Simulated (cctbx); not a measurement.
**Which space group?**

Cell: a = 3.4780 Å, b = 9.1990 Å, c = 3.5260 Å, α = 90.00°, β = 90.00°, γ = 90.00°. Expected content of the cell: Os4 Ga4.

The data are simulated with cctbx, not measured: Mo Kα, λ = 0.71073 Å, to d = 0.6 Å, 70 % of the full sphere, strongest reflection 5000 counts, noise from counting, a 1.5 % proportional error and a noise floor of 8 counts (s.d.); no absorption, some extinction.

A first pass over the reflections prints:

```text
1550 reflections to d = 0.601 A
centring   violations  <I/sigma> of those
    A        321 of   790      7.9
    B        321 of   800      7.8
    C          0 of   752      0.0
    I        341 of   779      8.4
    R        427 of  1056      7.9
    F        321 of  1171      5.3
Laue class    unique    Rint  (classes that these axes allow; Friedel mates merged)
C 1 2/m 1         282   0.029
C 2/m 1 1         301   0.028
C m m m           180   0.031
space group    extra absences  I>4sigma  <I/sigma>
C 2 2 21                4          0       0.5  acentric
C 2 2 2                 0          0         -  acentric
C m m 2                 0          0         -  acentric
C m c 21               21          0      -0.1  acentric
C 2 m m                 0          0         -  acentric
C m 2 m                 0          0         -  acentric
C 2 c m                21          0      -0.1  acentric
C m c m                21          0      -0.1  centric
C m m m                 0          0         -  centric
Wilson B = 0.84 A^2   <|E^2-1|> = 0.574 (0.968 centric, 0.736 acentric)   E^2>4: 0.0 %
shell (A)         n   <I/sigma>
 4.60 - 1.20     26     45.2
 1.20 - 0.95     28     30.8
 0.95 - 0.83     20     25.2
 0.83 - 0.76     23     32.0
 0.76 - 0.70     16     33.2
 0.70 - 0.66     27     23.6
 0.66 - 0.63     23     19.7
 0.63 - 0.60     17     18.6
```

Q: Read the symmetry from these tables.

The reflections that C centring forbids are absent (⟨I/σ⟩ near 0), so the lattice is C.

Rint stays low (0.028 to 0.031) up to C m m m, the highest class in these axes.

9 settings pass the absence test. The most absences obeyed, 21, belong to C m c 21, C 2 c m and C m c m, which absences can't tell apart.

⟨|E²−1|⟩ = 0.574 leans to a non-centrosymmetric structure, or to twinning, which lowers it. Here that hint misleads: the statistic assumes many like atoms on general positions, and few, heavy or special-position atoms break it. The Wilson B of 0.84 Å² means U ≈ 0.0106 Å².

The true group is Cmcm (no. 63), Laue class mmm, centrosymmetric. The tables only narrow the choice to the tied entries; cell content, site symmetry and trial solutions must settle it.

The model is made up (kin elements in a known structure type, no relaxation), so it says nothing on whether the phase exists.

[Logs are printed without paths, hosts, clocks, repeated set-up lines and the standing remarks that a program may print on its own settings, such as how far it seeks lower states.]
